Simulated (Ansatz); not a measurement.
# Electron scattering at the Σ5 (210) boundary in fcc Cu, part 2 of 3

Wanted: what the Σ5 (210) boundary in fcc Cu costs an interconnect.

Ansatz 0.2.0; Ansatz plane-wave DFT, PBE, PAW files; relaxation of a bicrystal slab with its lowest layers held; PAW set soft_1 (the session's first sound run).

So far. Step 2 (Relaxing the bicrystal): The largest force component on a free atom ends at 0.0012 eV/Å, under the tolerance of 0.03, after 11 steps.

## Step 3: Transmission across the boundary

Bulk layers of each grain are laid under and over the relaxed boundary, and a lead is named in the middle of each, away from the free faces. The mesh across the current, 20×20, is finer than the density's, because channels open and close sharply across the zone. Energies from -0.1 to 0.1 eV in steps of 0.05 eV are too few for the program's thermal sum, so it prints no conductance; for a metal the transmission near the Fermi level serves, at a fraction of the cost.

This step: Ansatz plane-wave DFT, PBE, PAW files; ballistic transport by layer matching (Landauer), zero bias; boundary relaxed in a short slab, bulk layers laid on; PAW set soft_1 (Ansatz 0.2.0).

System of this step: Σ5 (210) boundary in fcc Cu. The cell holds 53 atoms: 53 Cu. Its edges and angles: a = 4.427 Å, b = 3.615 Å, c = 50.466 Å, α = 90.0°, β = 90.0°, γ = 65.9°. It derives from Cu. Regions: lower grain, 22 atoms (22 Cu); boundary, 14 atoms (14 Cu); upper grain, 17 atoms (17 Cu). Vacuum lies along c.

input.yaml reads:

```yaml
crystal:
  lattice:
    - [4.4274037203, 0.0, 0.0]
    - [1.4758012401, 3.2999918941, 0.0]
    - [0.0, 0.0, 50.4663526938]
  atoms:
    - { symbol: Cu, position: [-17.3999999996, 8.6999999998, 0.0792607309] }
    - { symbol: Cu, position: [-16.7999999996, 8.3999999998, 0.0952779302] }
    - { symbol: Cu, position: [-16.1999999996, 8.0999999998, 0.1112951295] }
    - { symbol: Cu, position: [-15.5999999996, 7.7999999998, 0.1273123288] }
    - { symbol: Cu, position: [-14.9999999996, 7.4999999998, 0.1433295281] }
    - { symbol: Cu, position: [-14.3999999997, 7.1999999998, 0.1593467274] }
    - { symbol: Cu, position: [-13.7999999997, 6.8999999998, 0.1753639268] }
    - { symbol: Cu, position: [-13.1999999997, 6.5999999998, 0.1913811261] }
    - { symbol: Cu, position: [-12.5999999997, 6.2999999998, 0.2073983254] }
    - { symbol: Cu, position: [-11.9999999997, 5.9999999998, 0.2234155247] }
    - { symbol: Cu, position: [-11.3999999997, 5.6999999998, 0.239432724] }
    - { symbol: Cu, position: [-10.7999999997, 5.3999999998, 0.2554499233] }
    - { symbol: Cu, position: [-10.1999999998, 5.0999999999, 0.2714671226] }
    - { symbol: Cu, position: [-9.5999999998, 4.7999999999, 0.2874843219] }
    - { symbol: Cu, position: [-8.9999999998, 4.4999999999, 0.3035015212] }
    - { symbol: Cu, position: [-8.3999999998, 4.1999999999, 0.3195187206] }
    - { symbol: Cu, position: [-7.7999999998, 3.8999999999, 0.3355359199] }
    - { symbol: Cu, position: [-7.1999999998, 3.5999999999, 0.3515531192] }
    - { symbol: Cu, position: [-6.5999999998, 3.2999999999, 0.3675703185] }
    - { symbol: Cu, position: [-5.9999999999, 2.9999999999, 0.3835875178] }
    - { symbol: Cu, position: [-5.3999999999, 2.6999999999, 0.3996047171] }
    - { symbol: Cu, position: [-4.7999999999, 2.3999999999, 0.4156219164] }
    - { symbol: Cu, position: [0.8000000001, 0.0999999999, 0.4316391157] }
    - { symbol: Cu, position: [0.4019373946, 0.7990313027, 0.4479459507] }
    - { symbol: Cu, position: [0.0024256494, 0.4987871753, 0.4641322566] }
    - { symbol: Cu, position: [0.6046489215, 0.1976755392, 0.4803144149] }
    - { symbol: Cu, position: [0.2085790309, 0.8957104845, 0.495834395] }
    - { symbol: Cu, position: [0.7992706055, 0.6003646973, 0.5126526694] }
    - { symbol: Cu, position: [0.4073099796, 0.2963450102, 0.5305298095] }
    - { symbol: Cu, position: [0.0099053537, -0.0049526769, 0.5416319121] }
    - { symbol: Cu, position: [0.6246597637, 0.6876701181, 0.564409506] }
    - { symbol: Cu, position: [0.0103748698, 0.9948125651, 0.587176119] }
    - { symbol: Cu, position: [0.4076358898, 0.2961820551, 0.5983161607] }
    - { symbol: Cu, position: [-0.2004840584, 0.6002420292, 0.6161368421] }
    - { symbol: Cu, position: [0.2084804898, 0.8957597551, 0.6329901471] }
    - { symbol: Cu, position: [0.6045486255, 0.1977256873, 0.6484468808] }
    - { symbol: Cu, position: [-4.9954513745, 2.4977256873, 0.6644640801] }
    - { symbol: Cu, position: [-5.5954513745, 2.7977256872, 0.6804812794] }
    - { symbol: Cu, position: [-6.1954513745, 3.0977256872, 0.6964984788] }
    - { symbol: Cu, position: [-6.7954513745, 3.3977256872, 0.7125156781] }
    - { symbol: Cu, position: [-7.3954513745, 3.6977256872, 0.7285328774] }
    - { symbol: Cu, position: [-7.9954513744, 3.9977256872, 0.7445500767] }
    - { symbol: Cu, position: [-8.5954513744, 4.2977256872, 0.760567276] }
    - { symbol: Cu, position: [-9.1954513744, 4.5977256872, 0.7765844753] }
    - { symbol: Cu, position: [-9.7954513744, 4.8977256872, 0.7926016746] }
    - { symbol: Cu, position: [-10.3954513744, 5.1977256872, 0.8086188739] }
    - { symbol: Cu, position: [-10.9954513744, 5.4977256872, 0.8246360732] }
    - { symbol: Cu, position: [-11.5954513744, 5.7977256872, 0.8406532726] }
    - { symbol: Cu, position: [-12.1954513743, 6.0977256871, 0.8566704719] }
    - { symbol: Cu, position: [-12.7954513743, 6.3977256871, 0.8726876712] }
    - { symbol: Cu, position: [-13.3954513743, 6.6977256871, 0.8887048705] }
    - { symbol: Cu, position: [-13.9954513743, 6.9977256871, 0.9047220698] }
    - { symbol: Cu, position: [-14.5954513743, 7.2977256871, 0.9207392691] }
kpoints:
  mp_grid: { grid: [8, 8, 1] }
hamiltonian:
  xc: pbe
  pseudopotentials: { kind: paw, azcp: { folder: soft_1 } }
scf:
  occupations: { method: fermi_dirac, width: 0.1 }
output:
  transmission:
    leads: [[12, 13], [43, 44]]
    kmesh: [20, 20]
    e_range: [-0.1, 0.1]
    de: 0.05
  write_potential: true
  write_density: true
  volumetric_format: npy
  elf: true
```

Run with:

```
$ ansatz run input.yaml --threads 4 --pin off --max-ram 15360MiB --backend cpu --events-out ev --progress --plain --runs-dir out
```

Numbers of over 12 decimals in the logs are rounded to 6 here.

What it wrote:

```text
[...]
Crystal: 53 atoms, lattice volume = 737.333 Å³
Basis set: ecut = 420 eV, 14411 PW (Γ)
Bands: 605, of which v1, the nominal top of the filled ones, is band 504 counted from 1 (503 counted from 0)
Symmetry: 2 space group operations
[...]
k-points: 21 of 64 (time reversal used)
[...]
SCF iter   1: F=—  HF=-351178.027424 eV  |F-HF|=—  |Δ(HF+E_count)|=         —  Δρ=2.43e-1  dr2=2.63e2  ethr=3.10e-3  ⟨swp⟩=4.9  Hψ=40364  notcnv=0  defer=1147
[...]
SCF iter  15: F=-351131.067073 eV  HF=-351131.067073 eV  |F-HF|=7.57e-10  |Δ(HF+E_count)|=   2.30e-8  Δρ=1.64e-6  dr2=2.29e-8  ethr=9.93e-12  ⟨swp⟩=10.5  Hψ=54824  notcnv=0
SCF 1 converged in 15 iterations: F = -351131.067073 eV  dr2 = 2.29e-8
[...]
transmission: 512 of 5106 steps passed
transmission: 1024 of 5106 steps passed
[...]
transmission: 5106 of 5106 steps passed
WARN: The input density's exchange-correlation potential varies sharply where the density is thin. Do not read a vacuum level from v_tot or v_xc, or from such a field of the output density. On a cell that repeats whose density bears no net charge and no dipole along the vacuum's axis use v_es (v_loc + v_h of the components); under efield.dipole_correction with no amplitude use v_es + v_field, which holds any external [...]
SCF converged after 15 iterations
the last check of whether an eigenvalue changes by more than its tolerance under the output density was not made (no_room)
Free energy (F): -351131.067073 eV
[...]
Internal energy: -351130.519420 eV  (E = F + TS)
E sigma→0 (E₀):  -351130.793247 eV
Entropy (-TS):   -0.547653 eV (-10.333 meV/atom)
Fermi energy:    13.257578 eV
[...]
--- Band table (eV; the first three rows and the last of 21) ---
  k-point 0: bands = [... 500 lower, 14.8176, 14.9058, 14.9933, 15.0517, 15.1599, 15.2132, 15.2917, 15.3656, ... 97 higher]
  k-point 1: bands = [... 500 lower, 14.5890, 14.6464, 14.7110, 14.8221, 14.9417, 14.9879, 15.1238, 15.3074, ... 97 higher]
  k-point 2: bands = [... 500 lower, 14.1364, 14.1632, 14.2038, 14.2692, 14.3048, 14.3966, 14.4593, 14.5635, ... 97 higher]
  k-point 20: bands = [... 500 lower, 12.0920, 12.2387, 12.2804, 12.4637, 12.5127, 12.7690, 12.8653, 13.1176, ... 97 higher]
--- Transmission ---
  basis      : 131 plane waves across, 46 finite elements along
  points     : 111, standing for a mesh of 20 x 20
  energies   : 5 from -0.100000 to 0.100000 eV about the Fermi level, 0.050000 eV apart; the leads are filled to 0.000000 eV, and channels, transmission and decay are at 0.000000 eV
  crystal 0  : Cu3, at the sites [12, 13], period 2.4250 Å, over 21.02 Å; its Hamiltonian steps by up to 2.2 meV
    offset         : up to 0.0000 Å between an atom of the period and one for which it stands
    channels       : 2.137500e0 a spin
    conductance    : none, the energies end too early or step too widely for 300 K: set another output.transmission.e_range or a lower de, or, where they end at an eighth of basis.ecutwfc, a higher one
[...]
channels       : 2.137500e0 a spin
[...]
junction   : crystal 0 to crystal 1, 14.40 to 37.46 Å
    transmission   : 1.831068e0 a spin
[...]
```

Elapsed: 15 min, on 4 threads of Intel Xeon Platinum 8488C (Sapphire Rapids), shared host; peak memory 10 GiB.

Numbers from this step:

* free energy: -351131.0671 eV
* energy at zero smearing: -351130.7932 eV
* Fermi energy: 13.26 eV
* cell area: 14.61 Å²
* transmission per spin nearest the Fermi level: 1.831
* open channels per spin nearest the Fermi level: 2.138
* open channels per spin, upper lead: 2.138
* step of the lead's potential: 2.2 meV
* step of the upper lead's potential: 6.8 meV

Per spin. Table of transmission, zone mean by energy, zero at the Fermi level:

```
energy (eV)  transmission, zone mean
    -0.1000                     1.84
    -0.0500                     1.83
     0.0000                     1.83
     0.0500                     1.83
     0.1000                     1.82
```

Per spin. Table of open channels, zone mean, lead = upper lead by energy, zero at the Fermi level:

```
energy (eV)  open channels, zone mean, lead = upper lead
    -0.1000                                         2.14
    -0.0500                                         2.12
     0.0000                                         2.14
     0.0500                                         2.15
     0.1000                                         2.15
```

Transmission over k1 and k2. At 0.0000 eV from the Fermi level.

Ten even steps from '0' (0.90) to '9' (2.85):
```
00079970000069999600
01799971006778887760
99999999996540045699
99999999970000000799
99999997500000000579
89998655400000004556
55555555300000035555
55555554000000045555
44555553000000355555
44555542000002455554
45555530000003555554
55555400000004555555
55555300000035555555
86554000000045568999
99750000000057999999
99970000000799999999
99965400456999999999
00677888776001799971
00069999600000799700
00019991000001999100
```
Columns: k1 (b1) from -0.5 to 0.45; rows upwards: k2 (b2) from -0.5 to 0.45.

Open channels over k1 and k2. At 0.0000 eV from the Fermi level.

Ten even steps from '_' (1.00) to '@' (3.00):
```
++++++@@@@@@@@++++++++++@@@@@@@@@@@@++++
++++@@@@@@@@@@++++++@@@@@@@@@@@@@@@@@@++
@@@@@@@@@@@@@@@@@@@@@@++++____++++@@@@@@
@@@@@@@@@@@@@@@@@@@@______________@@@@@@
@@@@@@@@@@@@@@@@++________________++@@@@
@@@@@@@@@@@@++++++______________++++++@@
++++++++++++++++++____________++++++++++
++++++++++++++++++__________++++++++++++
++++++++++++++++____________++++++++++++
++++++++++++++++__________++++++++++++++
++++++++++++++____________++++++++++++++
++++++++++++++__________++++++++++++++++
++++++++++++____________++++++++++++++++
@@@@++++++______________++++++@@@@@@@@@@
@@@@@@++________________++@@@@@@@@@@@@@@
@@@@@@@@______________@@@@@@@@@@@@@@@@@@
@@@@@@@@++++____++++@@@@@@@@@@@@@@@@@@@@
++++@@@@@@@@@@@@@@@@@@++++++@@@@@@@@@@++
++++++@@@@@@@@@@@@++++++++++@@@@@@@@++++
++++++++@@@@@@++++++++++++++@@@@@@++++++
```
Columns: k1 (b1) from -0.5 to 0.45; rows upwards: k2 (b2) from -0.5 to 0.45.

ELF in the cb plane at fractional x = 0.000, with atoms of Cu within 0.2 Å of it. It is the smooth field of the valence electrons, not physical close to the nuclei.

Values, 5 rows by 16 columns, each cell a mean:
```
0.19 0.20 0.19 0.24 0.22 0.18 0.21 0.22 0.19 0.20 0.19 0.24 0.17 0.09 0.01 0.00
0.23 0.19 0.22 0.20 0.20 0.21 0.20 0.19 0.22 0.19 0.22 0.19 0.18 0.08 0.01 0.00
0.20 0.16 0.20 0.24 0.17 0.18 0.19 0.40 0.20 0.17 0.20 0.23 0.18 0.08 0.01 0.00
0.23 0.21 0.22 0.18 0.22 0.21 0.21 0.17 0.23 0.21 0.22 0.17 0.18 0.08 0.01 0.00
0.18 0.19 0.19 0.35 0.20 0.17 0.21 0.23 0.18 0.18 0.19 0.35 0.16 0.09 0.01 0.00
```
Columns run along c (16.0 Å, from fractional 0.68 to 1.00 of the cell), rows up along b (3.6 Å). Atoms in or near the plane, at fractional coordinates: Cu at (0.74, 0.00), Cu at (0.82, 0.50), Cu at (0.90, 0.00).

Electrostatic potential energy in the cb plane at fractional x = 0.000, with atoms of Cu within 0.2 Å of it. With pseudopotentials it is smooth inside the atoms' cores, unlike the true potential.

Ten even steps from '0' (-48 eV) to '9' (18 eV), each cell a mean:
```
98779984002799877999999877998400279999999999
99899997546899989999999989999754699999999999
99998999999998999975468999899999999999999999
79987899999987799840027998789999999999999999
79987789999976789830016998778999999999999999
89988899999988899862148998889999999999999999
99999998778999999987789999999877899999999999
98889986214899888999999888998621489999999999
97678983001699877899999767898300169999999999
```
Columns run along c (16.0 Å, from fractional 0.68 to 1.00 of the cell; values clipped at the 3rd and 97th percentile), rows up along b (3.6 Å). Atoms in or near the plane, at fractional coordinates: Cu at (0.74, 0.00), Cu at (0.82, 0.50), Cu at (0.90, 0.00).

Valence density in the cb plane at fractional x = 0.000, with atoms of Cu within 0.2 Å of it. It is the smooth field of the valence electrons, not physical close to the nuclei.

Ten steps, logarithmic in the rise over the least value, from '0' (0 e/Å³) to '9' (51 e/Å³), each cell a mean:
```
01110014785100111100000111001478510000000000
00110001332100010000000011000133200000000000
10001000000001100013321000100000000000000000
10011110000011100137851001111000000000000000
10011110000012110149962001111000000000000000
10011100000011100125641001110000000000000000
00000001111000000011110000000111100000000000
01110012563100111000000111001256310000000000
01211014996200111100000121101499620000000000
```
Columns run along c (16.0 Å, from fractional 0.68 to 1.00 of the cell), rows up along b (3.6 Å). Atoms in or near the plane, at fractional coordinates: Cu at (0.74, 0.00), Cu at (0.82, 0.50), Cu at (0.90, 0.00).

Over the solved energies the transmission per spin lies between 1.82 and 1.84, out of 2.14 channels of the lead on average (up to 2.15).

## Step 4: Specific resistance

This step: Ansatz plane-wave DFT, PBE, PAW files; ballistic transport by layer matching (Landauer), zero bias; specific resistance of the boundary; PAW set soft_1 (Ansatz 0.2.0).

This step gave:

```
area resistance                      : 0.1477 fΩ m²
T over the leads' mean channel count : 0.8566
```

Averaged over the energies near the Fermi level, 85.7 % of the channels pass, which makes 0.148 fΩ m².

By hand, with T and the leads' channels N averaged over the energies near the Fermi level: RA = A (h/2e²)(1/T − ½[1/N₁ + 1/N₂]) = 14.61×10⁻²⁰ m² × 12 906 Ω × (1/1.831 − ½[1/2.138 + 1/2.138]) = 0.148 fΩ m².

(Continued in part 3 of 3.)

[Logs are printed without paths, hosts, clocks, repeated set-up lines and the standing remarks that a program may print on its own settings, such as how far it seeks lower states.]

[Hosts, paths, dates, database ids (printed as entryN), source tags and the programs' standing remarks are cut or masked in the printed files.]
